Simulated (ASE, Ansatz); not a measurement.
## Rh(111) slab (48 atoms): a reference run and its variants

The cell holds 48 atoms: 48 Rh. Cell: a = 10.757 Å, b = 8.067 Å, c = 18.587 Å, α = 90.0°, β = 90.0°, γ = 120.0°. It derives from Rh (fcc). Fcc Rh (a = 3.803 Å), (111) slab of 4 repeat layers, 4 x 3 surface cells, 12 Å of vacuum; atoms within 2.63 Å of the bottom held; every coordinate displaced by a Gaussian of 0.03 Å. Vacuum lies along c.

Geometry: as built.

Reference run: Kohn-Sham DFT, PBE, PAW (set soft_2), plane waves (Ansatz 0.2.0), cutoff 420 eV, k-mesh 2×3×1, fermi-dirac smearing of 0.1 eV.

```
r.m.s. force component                           : 0.3227 eV/Å
spacing of highest filled and lowest empty level : 0.0044 eV
SCF cycles                                       : 9
time                                             : 3.1 min on 4 threads of Arm Neoverse V2, shared host
```

**Question.** The same geometry is run again with each of these changes. How far do the results move, and how long does each run take?
- support functions medium
- support functions low
- support functions medium, radius 3.77 Å

Each row is set against the plane-wave reference (Kohn-Sham DFT, PBE, PAW (set soft_2), plane waves; r.m.s. force component 0.323 eV/Å). Energies are set beside the reference only for runs with its functional, potentials and electron count. Times are for 4 threads of Arm Neoverse V2, shared host. The reference's time includes the DOS and grids, which some other runs skip.

```tsv
run	Δ force, r.m.s. (meV/Å)	share of r.m.s. force (%)	Δ energy (meV/atom)	cycles	time	host memory (GiB)
reference	-	-	-	9	3.1 min	4.2
support functions medium	1.18	0.366	-2.58	11	2.3 min	3.6
support functions low	1.31	0.406	-2.58	10	2.2 min	3.5
support functions medium, radius 3.77 Å	1.36	0.422	-2.57	12	2.4 min	3.4
```

Among numerical settings the force difference runs from 1.2 meV/Å (support functions medium) to 1.4 meV/Å (support functions medium, radius 3.77 Å). Differences between support functions and plane waves include what basis error the plane-wave run still has. 

[Logs are printed without paths, hosts, clocks, repeated set-up lines and the standing remarks that a program may print on its own settings, such as how far it seeks lower states.]

[Hosts, paths, dates, database ids (printed as entryN), source tags and the programs' standing remarks are cut or masked in the printed files.]
